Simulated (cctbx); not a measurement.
# H13BrO6 with cctbx, script by script

Library: cctbx 2025.11. The data are simulated by the first script.

## 1. Simulate the data

run.py:

```python
from cctbx import adptbx, crystal, miller, sgtbx, xray
from cctbx.array_family import flex
from iotbx.shelx import hklf
from scitbx import matrix
import scitbx.random

cs = crystal.symmetry(unit_cell=(6.469, 6.641, 18.256, 90, 90, 90), space_group_symbol='Hall: -P 2c 2b')  # Pbcm
atoms = [  # label, site, U (iso, or U11 U22 U33 U12 U13 U23 in A^2), occupancy
    ("Br1", (0.2211, 0.25, 0), (0.0052, 0.0063, 0.0064, 0.0000, 0.0000, 0.0001), 1),
    ("O1", (0.1527, 0.8581, 0.3858), (0.0099, 0.0087, 0.0081, 0.0009, -0.0008, -0.0005), 1),
    ("O2", (0.4169, 0.5269, 0.3679), (0.0063, 0.0065, 0.0074, -0.0005, 0.0006, -0.0010), 1),
    ("O3", (0.602, 0.6766, 0.75), (0.0107, 0.0103, 0.0088, -0.0001, 0.0000, 0.0000), 1),
    ("O4", (0.9003, 0.9277, 0.75), (0.0097, 0.0092, 0.0099, 0.0003, 0.0000, 0.0000), 1),
    ("H1", (0.7739, 0.4729, 0.0915), 0.0156, 1),
    ("H2", (0.9672, 0.3197, 0.0817), 0.0157, 1),
    ("H3", (0.6724, 0.1479, 0.1301), 0.0184, 1),
    ("H4", (0.6268, 0.9404, 0.0877), 0.0195, 1),
    ("H5", (0.3999, 0.4112, 0.1994), 0.0179, 1),
    ("H6", (0.7212, 0.7881, 0.75), 0.0155, 1),
    ("H7", (0.0973, 0.9832, 0.2068), 0.0153, 1),
]
xs = xray.structure(crystal_symmetry=cs)
for label, site, u, occ in atoms:
    u = adptbx.u_cif_as_u_star(cs.unit_cell(), u) if isinstance(u, tuple) else u
    xs.add_scatterer(xray.scatterer(label, site=site, u=u, occupancy=occ))
xs.set_inelastic_form_factors(0.56087, "sasaki")
xs.show_summary()
p1 = xs.expand_to_p1()
ms = miller.build_set(p1, anomalous_flag=True, d_min=0.84)
flex.set_random_seed(115465)
scitbx.random.set_random_seed(115465)
ms = ms.select(flex.random_double(ms.size()) < 0.7)
i = ms.structure_factors_from_scatterers(p1, algorithm="direct").f_calc().as_intensity_array().data()
i = i * 20000 / flex.max(i)
sig = flex.sqrt(i + flex.pow2(0.02 * i) + 4 ** 2)
noise = scitbx.random.variate(scitbx.random.normal_distribution())(i.size())
data = ms.array(data=i + sig * noise, sigmas=sig).set_observation_type_xray_intensity()
with open("data.hkl", "w") as f:
    data.export_as_shelx_hklf(f)
print("reflections written:", data.size(), " <I/sigma> = %.1f" % flex.mean(data.data() / data.sigmas()))
for h, a, b in list(data.sort("data"))[:12]:
    print("%4d%4d%4d %9.1f %7.1f" % (h + (a, b)))
```

```console
$ python run.py
```

```text
Number of scatterers: 12
At special positions: 4
Unit cell: (6.469, 6.641, 18.256, 90, 90, 90)
Space group: P b c m (No. 57)
reflections written: 3861  <I/sigma> = 16.3
   1  -1   4   20295.3   424.3
   1   1  -4   20221.9   424.3
  -1   1   4   20193.5   424.3
   1   1   4   20135.5   424.3
   0   2  -4   13447.4   293.0
   0   2   4   13385.5   293.0
   0  -2  -4   13275.7   293.0
   0  -2   4   13199.7   293.0
   2   0  -2   10370.3   228.3
  -2   0  -2   10023.2   228.3
   0   2   2   10002.7   219.2
   0  -2   2    9585.0   219.2
```

Run time: 0.2 s on 1 thread of Arm Neoverse V2, on a shared host, peak memory 0.07 GiB.

## 2. Symmetry

run.py:

```python
from cctbx import crystal, sgtbx, statistics
from cctbx.array_family import flex
from iotbx.shelx import hklf

p1 = crystal.symmetry(unit_cell=(6.469, 6.641, 18.256, 90, 90, 90), space_group_symbol="P 1")
raw = hklf.reader(file_name="data.hkl").as_miller_arrays(crystal_symmetry=p1, anomalous=True)[0]
print(raw.size(), "reflections to d = %.3f A" % raw.d_min())
isig = raw.data() / raw.sigmas()
print("centring   violations  <I/sigma> of those")
best = "P"
for c in "ABCIRF":
    a = raw.customized_copy(space_group_info=sgtbx.space_group_info("Hall: %s 1" % c)).sys_absent_flags().data()
    m = flex.mean(isig.select(a))
    print("%5s %10d of %5d %8.1f" % (c, (isig.select(a) > 4).count(True), a.count(True), m))
    if (isig.select(a) > 4).count(True) < 0.01 * a.count(True):
        best = c
raw = raw.select(~raw.customized_copy(space_group_info=sgtbx.space_group_info("Hall: %s 1" % best)).sys_absent_flags().data())
isig = raw.data() / raw.sigmas()
rows = []
for s in sgtbx.space_group_symbol_iterator():
    g = sgtbx.space_group(s)
    if g.conventional_centring_type_symbol() != best or not g.is_compatible_unit_cell(p1.unit_cell(), 1e-3, 0.02):
        continue
    rows.append((s, g))
print("Laue class    unique    Rint  (classes that these axes allow; Friedel mates merged)")
rint = {}
for s, g in rows:
    laue = g.build_derived_patterson_group()
    key = laue.type().hall_symbol()
    if key not in rint:
        m = raw.customized_copy(space_group_info=laue.info(), anomalous_flag=False).merge_equivalents()
        rint[key] = m.r_int()
        print("%-14s %6d %7.3f" % (laue.type().lookup_symbol(), m.array().size(), m.r_int()))
floor = min(rint.values())
good = [(s, g) for s, g in rows if rint[g.build_derived_patterson_group().type().hall_symbol()] < 2 * floor + 0.03]
top = max(g.build_derived_patterson_group().order_z() for s, g in good)
print("space group    extra absences  I>4sigma  <I/sigma>")
for s, g in good:
    laue = g.build_derived_patterson_group()
    if laue.order_z() != top:
        continue
    a = raw.customized_copy(space_group_info=g.info()).sys_absent_flags().data()
    a &= ~raw.customized_copy(space_group_info=laue.info()).sys_absent_flags().data()
    bad = (isig.select(a) > 4).count(True)
    if bad <= 0.03 * a.count(True):
        print("%-16s %8d %10d %9s  %s" % (s.universal_hermann_mauguin(), a.count(True), bad, "%.1f" % flex.mean(isig.select(a)) if a.count(True) else "-", "centric" if g.is_centric() else "acentric"))
laue = max(good, key=lambda t: t[1].build_derived_patterson_group().order_z())[1].build_derived_patterson_group()
f = raw.customized_copy(space_group_info=laue.info(), anomalous_flag=False).merge_equivalents().array().eliminate_sys_absent().f_sq_as_f()
f.set_observation_type_xray_amplitude()
bins = max(3, min(8, f.size() // 12))
f.setup_binner(n_bins=bins)
w = statistics.wilson_plot(f, {e: n / laue.order_z() for e, n in {'Br': 4.0, 'O': 24.0, 'H': 52.0}.items()}, e_statistics=True)
print("Wilson B = %.2f A^2   <|E^2-1|> = %.3f (0.968 centric, 0.736 acentric)   E^2>4: %.1f %%" % (w.wilson_b, w.mean_e_sq_minus_1, w.percent_e_sq_gt_2))
print("shell (A)         n   <I/sigma>")
m = raw.customized_copy(space_group_info=laue.info(), anomalous_flag=False).merge_equivalents().array().eliminate_sys_absent()
for b in m.setup_binner(n_bins=bins).range_used():
    sel = m.binner().selection(b)
    print("%5.2f - %4.2f %6d %8.1f" % (min(m.binner().bin_d_range(b)[0] if m.binner().bin_d_range(b)[0] > 0 else 99, 99), m.binner().bin_d_range(b)[1], sel.count(True), flex.mean((m.data() / m.sigmas()).select(sel))))
```

```console
$ python run.py
```

```text
3861 reflections to d = 0.840 A
centring   violations  <I/sigma> of those
    A       1341 of  1922     15.8
    B       1417 of  1903     16.7
    C       1290 of  1905     13.4
    I       1380 of  1952     13.6
    R       1853 of  2572     16.3
    F       2024 of  2865     15.3
Laue class    unique    Rint  (classes that these axes allow; Friedel mates merged)
P -1             2509   0.019
P 1 2/m 1        1479   0.020
P 1 1 2/m        1423   0.020
P 2/m 1 1        1477   0.021
P m m m           850   0.022
space group    extra absences  I>4sigma  <I/sigma>
P 2 2 2                 0          0         -  acentric
P 2 2 21               15          0       0.8  acentric
P 2 21 2                5          0       0.4  acentric
P 2 21 21              20          0       0.7  acentric
P m m 2                 0          0         -  acentric
P 2 m m                 0          0         -  acentric
P m 2 m                 0          0         -  acentric
P m c 21              190          0      -0.0  acentric
P b 21 m              192          0       0.1  acentric
P b m 2               192          0       0.1  acentric
P 2 c m               190          0      -0.0  acentric
P b c 21              382          0       0.0  acentric
P m m m                 0          0         -  centric
P b m m               192          0       0.1  centric
P m c m               190          0      -0.0  centric
P b c m               382          0       0.0  centric
Wilson B = 0.50 A^2   <|E^2-1|> = 0.939 (0.968 centric, 0.736 acentric)   E^2>4: 1.8 %
shell (A)         n   <I/sigma>
18.26 - 1.68    127     33.5
 1.68 - 1.33    106     36.5
 1.33 - 1.17    112     31.9
 1.17 - 1.06    109     31.8
 1.06 - 0.98    100     33.8
 0.98 - 0.92     91     25.2
 0.92 - 0.88    114     30.4
 0.88 - 0.84     91     26.3
```

Time: 0.3 s.

## 3. Patterson map

run.py:

```python
from cctbx import crystal, maptbx
from iotbx.shelx import hklf

cs = crystal.symmetry(unit_cell=(6.469, 6.641, 18.256, 90, 90, 90), space_group_symbol='Hall: -P 2c 2b')  # Pbcm
raw = hklf.reader(file_name="data.hkl").as_miller_arrays(crystal_symmetry=cs, anomalous=True)[0]
merged = raw.eliminate_sys_absent().merge_equivalents()
fo2 = merged.array().set_observation_type_xray_intensity()
f = fo2.average_bijvoet_mates().f_sq_as_f()
pm = f.patterson_map(symmetry_flags=maptbx.use_space_group_symmetry, sharpening=False, resolution_factor=0.25)
peaks = pm.peak_search(parameters=maptbx.peak_search_parameters(min_distance_sym_equiv=0.4, max_clusters=14)).all()
top = peaks.heights()[0]
print("Patterson group", f.patterson_symmetry().space_group_info())
print("      u       v       w   height  length (A)")
for x, h in zip(peaks.sites(), peaks.heights()):
    y = [t - round(t) for t in x]
    print("%7.3f %7.3f %7.3f %8.1f %8.2f" % (x + (1000 * h / top, cs.unit_cell().length(y))))
```

```console
$ python run.py
```

```text
Patterson group P m m m
      u       v       w   height  length (A)
  0.000   0.000   0.000   1000.0     0.00
  0.000   0.000   0.500    878.4     9.13
  0.500   0.500   0.500    458.7    10.24
  0.500   0.500   0.000    440.9     4.64
  0.057   0.391   0.385     64.7     7.50
  0.192   0.283   0.132     62.2     3.29
  0.367   0.214   0.368     58.4     7.26
  0.368   0.105   0.386     55.8     7.47
  0.169   0.082   0.251     55.2     4.74
  0.375   0.415   0.250     55.0     5.86
  0.192   0.282   0.367     54.9     7.06
  0.363   0.215   0.132     54.0     3.66
  0.317   0.329   0.250     52.0     5.46
  0.379   0.105   0.115     51.9     3.30
```

Time: 0.2 s.

## 4. Charge flipping

run.py:

```python
import itertools
from cctbx import crystal, maptbx
from cctbx.array_family import flex
from iotbx.shelx import hklf
from smtbx.ab_initio import charge_flipping as cf

cs = crystal.symmetry(unit_cell=(6.469, 6.641, 18.256, 90, 90, 90), space_group_symbol='Hall: -P 2c 2b')  # Pbcm
raw = hklf.reader(file_name="data.hkl").as_miller_arrays(crystal_symmetry=cs, anomalous=True)[0]
merged = raw.eliminate_sys_absent().merge_equivalents()
fo2 = merged.array().set_observation_type_xray_intensity()
f = fo2.average_bijvoet_mates().f_sq_as_f().resolution_filter(d_min=0.84)
p1 = f.expand_to_p1()
work = p1
flex.set_random_seed(29181)
it = cf.weak_reflection_improved_iterator(delta=None, weak_reflection_fraction=0.1)
it.start(work, phases=flex.random_double(p1.size()) * 6.2832, f_000=0)
it.delta = 0.9 * it.rho_map.sigma()
print("cycle      R  skewness")
for n, st in enumerate(itertools.islice(it, 100)):
    if n % 8 == 0:
        print("%5d %6.3f %8.2f" % (n, st.r1_factor(), st.rho_map.skewness()))
rho = p1.phase_transfer(it.f_calc).fft_map().apply_volume_scaling()
polish = cf.low_density_elimination_iterator(constant_rho_c=rho.sigma())
polish.start(f_obs=p1, phases=it.f_calc, f_000=0)
for _ in range(8):
    next(polish)
print("origin shift          correlation  skewness")
maps = []
for fc, shift, cc in itertools.islice(cf.f_calc_symmetrisations(f, polish.f_calc, 0), 4):
    m = f.phase_transfer(fc).fft_map(symmetry_flags=maptbx.use_space_group_symmetry, resolution_factor=0.25).apply_sigma_scaling()
    maps.append((m.skewness(), cc, m))
    print("%6.3f %6.3f %6.3f %10.3f %9.2f" % (tuple(shift) + (cc, m.skewness())))
skew, cc, m = max((t for t in maps if t[1] > maps[0][1] - 0.04), key=lambda t: t[0])
print("taken: symmetry correlation %.3f, skewness %.2f" % (cc, skew))
peaks = m.peak_search(parameters=maptbx.peak_search_parameters(min_distance_sym_equiv=0.9, max_clusters=17)).all()
sps = cs.special_position_settings(min_distance_sym_equiv=0.5)
print("peak      x       y       z  mult  height/sigma")
for k, (x, h) in enumerate(zip(peaks.sites(), peaks.heights())):
    ss = sps.site_symmetry(x)
    print("Q%-3d %7.4f %7.4f %7.4f %4d %8.1f" % ((k + 1,) + tuple(t % 1 for t in ss.exact_site()) + (ss.multiplicity(), h)))
```

```console
$ python run.py
```

```text
cycle      R  skewness
    0  0.594     0.25
    8  0.411     1.51
   16  0.422     1.80
   24  0.427     1.94
   32  0.427     2.00
   40  0.430     2.09
   48  0.425     2.07
   56  0.430     2.13
   64  0.430     2.16
   72  0.430     2.17
   80  0.428     2.19
   88  0.436     2.22
   96  0.420     2.24
origin shift          correlation  skewness
 0.241  0.134  0.444      0.739      1.78
 0.239  0.134  0.194      0.739      1.85
 0.238  0.242  0.196      0.729      0.88
 0.124  0.209  0.335      0.722      0.82
taken: symmetry correlation 0.739, skewness 1.85
peak      x       y       z  mult  height/sigma
Q1    0.2677  0.7488  0.2500    4     13.5
Q2    0.1163  0.6041  0.2500    4      4.8
Q3    0.4960  0.9977  0.0305    8      4.3
Q4    0.3339  0.6092  0.7500    4      4.1
Q5    0.4598  0.0314  0.0951    8      3.9
Q6    0.3152  0.5986  0.2500    4      3.9
Q7    0.2039  0.2527  0.0555    8      3.8
Q8    0.0566  0.7569  0.0520    8      3.7
Q9    0.1635  0.1350  0.1335    8      3.2
Q10   0.1109  0.6061  0.7500    4      3.1
Q11   0.0994  0.7333  0.6648    8      2.9
Q12   0.2581  0.2455  0.1537    8      2.7
Q13   0.2697  0.7500  0.0000    4      2.6
Q14   0.3441  0.5570  0.5769    8      2.6
Q15   0.1572  0.1592  0.2115    8      2.6
Q16   0.2789  0.0632  0.5372    8      2.5
Q17   0.1013  0.2032  0.5902    8      2.5
```

Time: 0.31 s.

## 5. Charge flipping

run.py, as its changes from the last script of this kind:

```diff
@@ -13,2 +13,3 @@
-work = p1
-flex.set_random_seed(29181)
+p1.setup_binner_counting_sorted(reflections_per_bin=max(40, p1.size() // 12))
+work = p1.array(data=p1.data() / p1.amplitude_quasi_normalisations().data())
+flex.set_random_seed(29182)
@@ -19,2 +20,2 @@
-for n, st in enumerate(itertools.islice(it, 100)):
-    if n % 8 == 0:
+for n, st in enumerate(itertools.islice(it, 200)):
+    if n % 16 == 0:
```

```console
$ python run.py
```

```text
cycle      R  skewness
    0  0.602     0.21
   16  0.418     1.36
   32  0.408     1.47
   48  0.412     1.56
   64  0.414     1.60
   80  0.417     1.63
   96  0.414     1.67
  112  0.420     1.62
  128  0.422     1.68
  144  0.412     1.71
  160  0.428     1.75
  176  0.429     1.79
  192  0.421     1.84
origin shift          correlation  skewness
 0.331  0.381  0.308      0.724      0.96
 0.329  0.381  0.058      0.724      0.95
 0.331  0.013  0.042      0.725      1.30
 0.332  0.014  0.292      0.723      1.31
taken: symmetry correlation 0.723, skewness 1.31
peak      x       y       z  mult  height/sigma
Q1    0.2382  0.7462  0.2500    4     10.5
Q2    0.2681  0.7500  0.0000    4      8.7
Q3    0.4550  0.7500  0.0000    4      6.1
Q4    0.3289  0.2391  0.2500    4      4.2
Q5    0.3763  0.2408  0.1845    8      3.6
Q6    0.2906  0.5436  0.5999    8      3.6
Q7    0.2560  0.5448  0.1027    8      3.4
Q8    0.9938  0.0017  0.0877    8      3.4
Q9    0.1985  0.2341  0.2012    8      3.3
Q10   0.2214  0.6385  0.0658    8      3.3
Q11   0.4013  0.1042  0.5354    8      3.3
Q12   0.4113  0.1048  0.0361    8      3.1
Q13   0.0457  0.2438  0.1542    8      3.0
Q14   0.2473  0.0035  0.7112    8      2.9
Q15   0.2518  0.9996  0.2069    8      2.9
Q16   0.2070  0.1308  0.1578    8      2.8
Q17   0.2202  0.1241  0.6572    8      2.6
```

Time: 0.36 s.

## 6. Charge flipping

run.py, as its changes from the last script of this kind:

```diff
@@ -13,3 +13,2 @@
-p1.setup_binner_counting_sorted(reflections_per_bin=max(40, p1.size() // 12))
-work = p1.array(data=p1.data() / p1.amplitude_quasi_normalisations().data())
-flex.set_random_seed(29182)
+work = p1
+flex.set_random_seed(29183)
@@ -20,2 +19,2 @@
-for n, st in enumerate(itertools.islice(it, 200)):
-    if n % 16 == 0:
+for n, st in enumerate(itertools.islice(it, 300)):
+    if n % 25 == 0:
```

```console
$ python run.py
```

```text
cycle      R  skewness
    0  0.596     0.35
   25  0.427     2.03
   50  0.430     2.30
   75  0.433     2.27
  100  0.413     2.17
  125  0.427     2.17
  150  0.421     2.32
  175  0.431     2.38
  200  0.425     2.46
  225  0.427     2.50
  250  0.434     2.45
  275  0.430     2.54
origin shift          correlation  skewness
 0.252  0.432  0.340      0.753      1.26
 0.248  0.440  0.202      0.752      1.00
 0.246  0.385  0.089      0.756      1.00
 0.247  0.440  0.452      0.748      1.05
taken: symmetry correlation 0.753, skewness 1.26
peak      x       y       z  mult  height/sigma
Q1    0.0874  0.2507  0.0823    8      7.4
Q2    0.2797  0.1847  0.6552    8      6.1
Q3    0.3288  0.7453  0.2500    4      5.4
Q4    0.2741  0.5465  0.0486    8      5.0
Q5    0.5083  0.2530  0.0818    8      4.6
Q6    0.4349  0.0525  0.0003    8      4.6
Q7    0.1391  0.0381  1.0000    8      4.3
Q8    0.2807  0.5474  0.5481    8      4.3
Q9    0.2524  0.0895  0.1879    8      3.9
Q10   0.1231  0.7500  0.0000    4      3.4
Q11   0.3412  0.2504  0.0866    8      3.1
Q12   0.1054  0.6413  0.5654    8      3.1
Q13   0.3273  0.7500  0.0000    4      2.9
Q14   0.1013  0.6510  0.0640    8      2.8
Q15   0.0608  0.7596  0.1280    8      2.4
Q16   0.1893  0.1016  0.1032    8      2.4
Q17   0.1941  0.6393  0.6236    8      2.3
```

Run time: 0.4 s on 1 thread of Arm Neoverse V2 (shared host), peak memory 0.08 GiB.

[Logs are printed without paths, hosts, clocks, repeated set-up lines and the standing remarks that a program may print on its own settings, such as how far it seeks lower states.]
